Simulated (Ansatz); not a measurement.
# BePd3C in Amm2, a phase reached by a soft mode: a soft mode frozen in, part 2 of 2

Which phase does BePd3C in Amm2, a phase reached by a soft mode fall into along its unstable mode, and how much energy does it gain?

Ansatz 0.2.0; DFT PBEsol, scalar-relativistic, plane waves, PAW.

So far. Step 4 (The mode frozen in, largest atomic shift 0.14 Å): The run ends at a pressure of 0.25 GPa, with forces up to 0.032 eV/Å. Step 5 (Energy along the mode, all amplitudes (two of the runs …): The lowest of the steps tried is at 0.14 Å, 0.354 meV/atom below the parent; the bottom of the well need not coincide with a step.

The structure was built from a prototype and need not be the compound's stable phase.

### Step 6. Relaxation from the frozen mode

Starting from the lowest point found, all atoms and the cell are let go, so that strain and other modes of the same symmetry can join in.

The input, input.yaml:

```yaml
crystal:
  lattice:
    - [4.0211915446, 0.0, 0.0]
    - [0.0, 2.7561213542, 2.9643532328]
    - [0.0, -2.7561213542, 2.9643532328]
  atoms:
    - { symbol: Be, position: [0.0, 0.10665443, 0.0558584084] }
    - { symbol: Pd, position: [0.0, 0.4870885983, 0.4960628357] }
    - { symbol: Pd, position: [0.5, 0.483412634, 0.993652736] }
    - { symbol: Pd, position: [0.5, 1.0008554975, 0.4879191885] }
    - { symbol: C, position: [0.5, 0.5111703164, 0.4936592886] }
kpoints:
  mp_grid: { grid: [10, 10, 10] }
hamiltonian:
  xc: pbesol
scf:
  occupations: { method: methfessel_paxton, width: 0.2 }
output:
  forces: true
  stress: true
  eigenvalues: true
relax:
  adjacent_minimum: "off"
  f_tol: 0.002
  max_steps: 120
  cell: { stress_tol: 0.03 }
```

The run is started by

```bash
ansatz run input.yaml --threads 4 --pin off --max-ram 14336MiB --backend cpu --events-out ev --progress --plain --runs-dir out
```

Numbers of over 12 decimals in the logs are rounded to 6 here.

Output:

```text
[...]
Crystal: 5 atoms, lattice volume = 65.707 Å³
Basis set: ecut = 420 eV, 1289 PW (Γ), exchange–correlation on 54×60×60 points (8 copies of the dense FFT grid, shifted against one another)
Bands: 36, of which v1, the nominal top of the filled ones, is band 30 counted from 1 (29 counted from 0)
Symmetry: 2 space group operations
[...]
k-points: 312 of 1000 (time reversal used)
[...]
SCF iter   1: F=—  HF=-21055.902400 eV  |F-HF|=—  |Δ(HF+E_count)|=         —  Δρ=8.29e-3  dr2=3.72e-2  ethr=1.77e-3  ⟨swp⟩=5.1  Hψ=44340  notcnv=0
[...]
SCF iter   7: F=-21055.892055 eV  HF=-21055.892055 eV  |F-HF|=8.29e-9  |Δ(HF+E_count)|=   8.89e-8  S|Δr|=    0.00e0  Δρ=5.21e-6  dr2=2.02e-8  ethr=1.67e-10  ⟨swp⟩=8.0  Hψ=41988  notcnv=0
SCF 1 converged in 7 iterations: F = -21055.892055 eV  dr2 = 2.02e-8
[...]
relax step   1: F+E_penalty+E_count = -21055.89205502 eV  Δ(F+E_penalty+E_count) = +0.000e0 eV  max|allowed force component| = 3.193e-2 eV/Å  Δτ_max = 0.0000 Å  P = +0.250 GPa  Ω = 65.707 Å³  (7 SCF iters, dr2 threshold 1.00e-7 eV, accepted)
Crystal: 5 atoms, lattice volume = 65.794 Å³
[...]
iter 1 solved again at ethr=5.89e-7 eV; its pass at ethr=3.10e-3 eV (dr2=3.53e-4 eV) is discarded
[...]
SCF iter   4: F=-21055.892570 eV  HF=-21055.892570 eV  |F-HF|=1.59e-7  |Δ(HF+E_count)|=   1.09e-6  S|Δr|=    0.00e0  Δρ=2.04e-5  dr2=2.94e-7  ethr=8.33e-10  ⟨swp⟩=2.9  Hψ=40311  notcnv=0
SCF 2 converged in 4 iterations: F = -21055.892570 eV  dr2 = 2.94e-7
relax step   2: F+E_penalty+E_count = -21055.89256963 eV  Δ(F+E_penalty+E_count) = -5.146e-4 eV  max|allowed force component| = 2.420e-2 eV/Å  Δτ_max = 0.0026 Å  P = -0.015 GPa  Ω = 65.794 Å³  energy of the carried Pulay correction = -6.986e-5 eV  (4 SCF iters, dr2 threshold 5.00e-7 eV, accepted)
Crystal: 5 atoms, lattice volume = 65.787 Å³
Basis set: ecut = 420 eV, 1293 PW (Γ), exchange–correlation on 54×60×60 points (8 copies of the dense FFT grid, shifted against one another)
[...]
SCF iter   5: F=-21055.893130 eV  HF=-21055.893130 eV  |F-HF|=7.74e-8  |Δ(HF+E_count)|=   2.76e-7  S|Δr|=    0.00e0  Δρ=1.06e-5  dr2=1.29e-7  ethr=4.48e-10  ⟨swp⟩=4.3  Hψ=37888  notcnv=0
SCF 3 converged in 5 iterations: F = -21055.893130 eV  dr2 = 1.29e-7
relax step   3: F+E_penalty+E_count = -21055.89312952 eV  Δ(F+E_penalty+E_count) = -5.599e-4 eV  max|allowed force component| = 5.512e-2 eV/Å  Δτ_max = 0.0064 Å  P = -0.016 GPa  Ω = 65.787 Å³  energy of the carried Pulay correction = -6.458e-5 eV  (5 SCF iters, dr2 threshold 2.69e-7 eV, accepted)
[... from here on, the SCF cycles and remarks between the steps are left out ...]
relax step   4: F+E_penalty+E_count = -21055.89477081 eV  Δ(F+E_penalty+E_count) = -1.641e-3 eV  max|allowed force component| = 5.425e-2 eV/Å  Δτ_max = 0.0376 Å  P = -0.187 GPa  Ω = 65.845 Å³  energy of the carried Pulay correction = -1.111e-4 eV  (7 SCF iters, dr2 threshold 1.90e-7 eV, accepted)
relax step   5: F+E_penalty+E_count = -21055.89536560 eV  Δ(F+E_penalty+E_count) = -5.948e-4 eV  max|allowed force component| = 5.013e-2 eV/Å  Δτ_max = 0.0450 Å  P = +0.223 GPa  Ω = 65.827 Å³  energy of the carried Pulay correction = -9.694e-5 eV  (6 SCF iters, dr2 threshold 3.88e-7 eV, accepted)
relax step   6: F+E_penalty+E_count = -21055.89585437 eV  Δ(F+E_penalty+E_count) = -4.888e-4 eV  max|allowed force component| = 2.937e-2 eV/Å  Δτ_max = 0.0184 Å  P = -0.000 GPa  Ω = 65.905 Å³  energy of the carried Pulay correction = -1.600e-4 eV  (6 SCF iters, dr2 threshold 5.00e-7 eV, accepted)
relax step   7: F+E_penalty+E_count = -21055.89605741 eV  Δ(F+E_penalty+E_count) = -2.030e-4 eV  max|allowed force component| = 6.370e-3 eV/Å  Δτ_max = 0.0113 Å  P = +0.025 GPa  Ω = 65.945 Å³  energy of the carried Pulay correction = -1.920e-4 eV  (6 SCF iters, dr2 threshold 5.39e-8 eV, accepted)
relax step   8: F+E_penalty+E_count = -21055.89606098 eV  Δ(F+E_penalty+E_count) = -3.576e-6 eV  max|allowed force component| = 3.406e-3 eV/Å  Δτ_max = 0.0067 Å  P = -0.028 GPa  Ω = 65.988 Å³  energy of the carried Pulay correction = -2.264e-4 eV  (6 SCF iters, dr2 threshold 1.22e-8 eV, accepted)
relax step   9: F+E_penalty+E_count = -21055.89608360 eV  Δ(F+E_penalty+E_count) = -2.262e-5 eV  max|allowed force component| = 2.878e-3 eV/Å  Δτ_max = 0.0025 Å  P = +0.070 GPa  Ω = 65.954 Å³  energy of the carried Pulay correction = -1.994e-4 eV  (5 SCF iters, dr2 threshold 4.19e-9 eV, rejected (line search))
relax step  10: F+E_penalty+E_count = -21055.89607083 eV  Δ(F+E_penalty+E_count) = -9.849e-6 eV  max|allowed force component| = 1.622e-3 eV/Å  Δτ_max = 0.0012 Å  P = -0.003 GPa  Ω = 65.979 Å³  energy of the carried Pulay correction = -2.193e-4 eV  (7 SCF iters, accepted)
Basis set: ecut = 420 eV, 1281 PW (Γ), exchange–correlation on 54×60×54 points (8 copies of the dense FFT grid, shifted against one another)
[...]
SCF iter   5: F=-21055.896313 eV  HF=-21055.896313 eV  |F-HF|=7.28e-12  |Δ(HF+E_count)|=  1.82e-11  S|Δr|=    0.00e0  Δρ=9.70e-8  dr2=7.24e-12  ethr=1.00e-12  ⟨swp⟩=5.0  Hψ=46516  notcnv=0
SCF 11 converged in 5 iterations: F = -21055.896313 eV  dr2 = 7.24e-12
relax step  11: F+E_penalty+E_count = -21055.89631330 eV  Δ(F+E_penalty+E_count) = -2.425e-4 eV  max|allowed force component| = 1.766e-3 eV/Å  Δτ_max = 0.0000 Å  P = +0.000 GPa  Ω = 65.979 Å³  stress off target by 1.66e-2 GPa  SCF on the basis re-selected at this cell (its energy is not comparable with the rows above)  (5 SCF iters)
basis re-selected at this cell: Δ(F+E_penalty+E_count) = -2.425e-4 eV, ΔP = +0.003 GPa vs the last step (what re-selecting the basis moved, of the pressure what is left beyond the Pulay correction that the steps carried, after the strain that the cell walked since its last selection, with what the two solves' SCF thresholds leave and, on support functions, any second-order correction that the steps lacked; it is no measure of the basis error at this ecutwfc). The dense FFT grid was sized anew with the basis: this SCF ran on 27×30×27 points, the steps before it on 27×30×30, so part of this shift can come from that change (see relax.cell in the input reference). [rest of the remark cut]
SCF converged after 5 iterations
[...]
Free energy (F): -21055.896313 eV
[...]
Internal energy: -21055.898389 eV  (E = F + TS)
E sigma→0 (E₀):  -21055.896832 eV
Entropy (-TS):   0.002076 eV (0.415 meV/atom)
Fermi energy:    15.512635 eV
[...]
--- Forces (eV/Å), atoms counted from 1 ---
  atom   1  Be     0.00000000    -0.00005669     0.00051026
  atom   2  Pd     0.00000000     0.00108184    -0.00084124
  atom   3  Pd     0.00000000    -0.00141647     0.00080254
  atom   4  Pd     0.00000000     0.00085721     0.00129572
  atom   5  C      0.00000000    -0.00046319    -0.00176606
  max |Σ_I F_I| component: 2.70e-6 eV/Å
--- Stress (GPa, compression-positive) ---
       -0.010254       0.000000       0.000000
        0.000000       0.007676       0.011131
        0.000000       0.011131       0.002824
  P = ⅓ Tr σ = 0.0001 GPa (0.001 kbar)
--- Band table (eV; the first three rows and the last of 312) ---
  k-point 0: bands = [... 26 lower, 13.5582, 14.2582, 14.3316, 14.3749, 14.5449, 18.4939, 18.5039, 18.6083, ... 2 higher]
  k-point 1: bands = [... 26 lower, 13.5314, 14.3040, 14.3141, 14.5689, 14.6228, 18.1895, 18.6041, 18.8121, ... 2 higher]
  k-point 2: bands = [... 26 lower, 13.5703, 14.1775, 14.2991, 14.9034, 14.9588, 18.0061, 18.8579, 18.9115, ... 2 higher]
  k-point 311: bands = [... 26 lower, 14.1391, 14.2987, 14.3532, 14.6845, 14.7280, 17.1364, 17.2853, 17.8387, ... 2 higher]
--- Relaxed structure (10 steps of the walk, 9 accepted, 1 SCFs on fresh bases) ---
  F+E_penalty+E_count = -21055.89631330 eV   max|allowed force component| = 1.766e-3 eV/Å   (the final SCF, on the basis selected at the relaxed cell)
  cell:  # Å, volume = 65.9788 Å³
    - [4.013009, 0.0, 0.0]
    - [0.0, 2.801330, 3.002847]
    - [0.0, -2.733081, 2.939392]
  atoms:
    - { symbol: Be, position: [0.0, 0.115530, 0.040250] }
    - { symbol: Pd, position: [0.0, 0.475189, 0.500889] }
    - { symbol: Pd, position: [0.5, 0.471079, 0.994860] }
    - { symbol: Pd, position: [0.5, 1.002157, 0.501939] }
    - { symbol: C, position: [0.5, 0.525226, 0.489215] }
```

The job ended after 3.5 min (4 threads of Arm Neoverse V1, shared host; peak memory 0.8 GiB; 14 min of CPU time).

Relaxation path:

```
step  energy less that of the first step (eV)  largest force component (eV/Å)  pressure (GPa)  volume (Å³)
   1                                   0.0000                          0.0319            0.25        65.71
   2                                  -0.0005                          0.0242           -0.01        65.79
   3                                  -0.0011                          0.0551           -0.02        65.79
   4                                  -0.0027                          0.0542           -0.19        65.84
   5                                  -0.0033                          0.0501            0.22        65.83
   6                                  -0.0038                          0.0294            0.00        65.91
   7                                  -0.0040                          0.0064            0.03        65.94
   8                                  -0.0040                          0.0034           -0.03        65.99
   9                                  -0.0040                          0.0029            0.07        65.95
  10                                  -0.0040                          0.0016            0.00        65.98
 11*                                  -0.0043                          0.0018            0.00        65.98
```

Relaxation steps marked * repeat the geometry before them on a plane-wave basis chosen anew for their cell, so energy and pressure can jump there. Relaxation step 9 was tried and not accepted.

The run keeps the 2 symmetry operations that it works with, so distortions that break them were not tested.

```
     cell as run  before  after  change
           a (Å)   4.021  4.013  -0.2 %
           b (Å)   4.048  4.107  +1.5 %
           c (Å)   4.048  4.014  -0.8 %
           α (°)   85.83  85.93  +0.1 %
volume (Å³/atom)   13.14  13.20  +0.4 %
```

The atoms that moved most (Å, as changes of fractional coordinates times the final cell):

```
atom     dx      dy      dz  length
 Be1  0.000   0.068  -0.019   0.070
  C5  0.000   0.052   0.029   0.059
 Pd4  0.000  -0.035   0.045   0.057
 Pd2  0.000  -0.047  -0.022   0.051
 Pd3  0.000  -0.038  -0.033   0.051
```

The relaxed structure:

```xyz
5
Lattice="4.0130 0.0000 0.0000 0.0000 2.8013 3.0028 0.0000 -2.7331 2.9394" Properties=species:S:1:pos:R:3 pbc="T T T"
Be    0.0000    0.2136    0.4652
Pd    0.0000   -0.0378    2.8992
Pd    2.0065   -1.3994    4.3389
Pd    2.0065    1.4355    4.4847
C     2.0065    0.1343    3.0152
```

Numbers from this step:

* pressure: 8.18e-5 GPa
* volume per atom: 13.20 Å³

The distorted start has space group Pm; the relaxation ends in Pm.

### Step 7. The new phase in its own primitive cell

The relaxed structure is symmetrised, reduced to its primitive cell and relaxed tightly, as its phonons need.

input.yaml, the sections that differ from step 6:

```yaml
crystal:
  lattice:
    - [4.0136956537, 0.0, 0.0]
    - [0.0, 4.0130091896, 0.0]
    - [-0.2915722156, 0.0, 4.0962823816]
  atoms:
    - { symbol: Be, position: [0.0402503295, 0.0, 0.8844699515] }
    - { symbol: Pd, position: [0.5008887213, 0.0, 0.5248106159] }
    - { symbol: Pd, position: [0.9948595685, 0.5, 0.5289211752] }
    - { symbol: Pd, position: [0.5019386111, 0.5, 0.9978431884] }
    - { symbol: C, position: [0.4892152268, 0.5, 0.4747735928] }
relax:
  adjacent_minimum: "off"
  f_tol: 0.001
  max_steps: 60
  cell: { stress_tol: 0.01 }
# kpoints, hamiltonian, scf, output: as in step 6
```

Output:

```text
[...]
Crystal: 5 atoms, lattice volume = 65.979 Å³
Basis set: ecut = 420 eV, 1281 PW (Γ), exchange–correlation on 54×54×60 points (8 copies of the dense FFT grid, shifted against one another)
Bands: 36, of which v1, the nominal top of the filled ones, is band 30 counted from 1 (29 counted from 0)
Symmetry: 2 space group operations
[...]
k-points: 312 of 1000 (time reversal used)
[...]
cell:  # Å, volume = 65.9842 Å³
    - [4.013223, 0.0, -0.000361736]
    - [0.0, 4.012539, 0.0]
    - [-0.291907, 0.0, 4.097607]
  atoms:
    - { symbol: Be, position: [0.040308, 0.0, 0.884457] }
    - { symbol: Pd, position: [0.500799, 0.0, 0.524872] }
    - { symbol: Pd, position: [0.994848, 0.500000, 0.529103] }
    - { symbol: Pd, position: [0.502041, 0.500000, 0.997818] }
    - { symbol: C, position: [0.489156, 0.500000, 0.474568] }
[key lines of the parts left out:]
SCF converged after 6 iterations
Free energy (F): -21055.896312 eV
Fermi energy:    15.511008 eV
P = ⅓ Tr σ = -0.0061 GPa (-0.061 kbar)
```

Wall time 2.2 min (4 threads); peak memory 0.8 GiB; 8.6 min of CPU time.

Little changed from the start: no atom moved by 0.005 Å and no cell edge by 0.1 %.

Numbers from this step:

```yaml
pressure: -0.006112 GPa
```

The largest force component left is 0.51 meV/Å and the pressure is -0.006 GPa, within the tolerances set. The cell now holds 13.20 Å³/atom.

### Step 8. The phases reached

The phases reached along the modes that were followed are set side by side.

Energies are those of the first relaxation, on the mesh of the frozen mode; space group, volume and gap are those of the last relaxation. Phases, by row:

```
         mode frozen in  space group  energy from parent (meV/atom)  volume (Å³/atom)  gap on mesh (eV)  lowest zone-centre optical mode (cm⁻¹)  largest shift (Å)
                 parent         Amm2                              0             13.14                 0                                       –                  –
q = (0, 0, 0), 61i cm⁻¹           Pm                          -1.35              13.2                 0                                       –              0.175
```

### Step 9. Outcome

| Quantity | Value |
| --- | --- |
| unstable mode of the parent | q = (0, 0, 0), 61i cm⁻¹ |
| depth at the lowest point sampled | 0.354 meV/atom |
| largest atomic shift at that point | 0.14 Å |
| space group reached (within 0.01 Å) | Pm |
| energy gained over the parent (first relaxation, on the mesh of the frozen mode) | 1.35 meV/atom |
| volume per atom, phase reached | 13.2 Å³ |

Along this mode the structure falls into Pm, 1.35 meV/atom below the parent. At the parent's cell the well is 0.354 meV/atom deep on the steps tried, with its lowest point at a shift of 0.14 Å. Relaxing atoms and cell changes the gain by +1.00 meV/atom against the lowest step (energies at zero smearing). Most of the total comes from this relaxation. The modes of the phase reached were not computed on this path. How so shallow a well moves with the k mesh was not tested. Each path keeps the symmetry of its pattern, so a lower phase may lie along a pattern not tried. With no gap, or one that is small against the smearing, the frequencies hang on the k mesh and the smearing, most of all near Kohn anomalies. The starting cell was built on a prototype and not taken from a measurement, so the phase need not exist.

[Logs are printed without paths, hosts, clocks, repeated set-up lines and the standing remarks that a program may print on its own settings, such as how far it seeks lower states.]

[Hosts, paths, dates, database ids (printed as entryN), source tags and the programs' standing remarks are cut or masked in the printed files.]
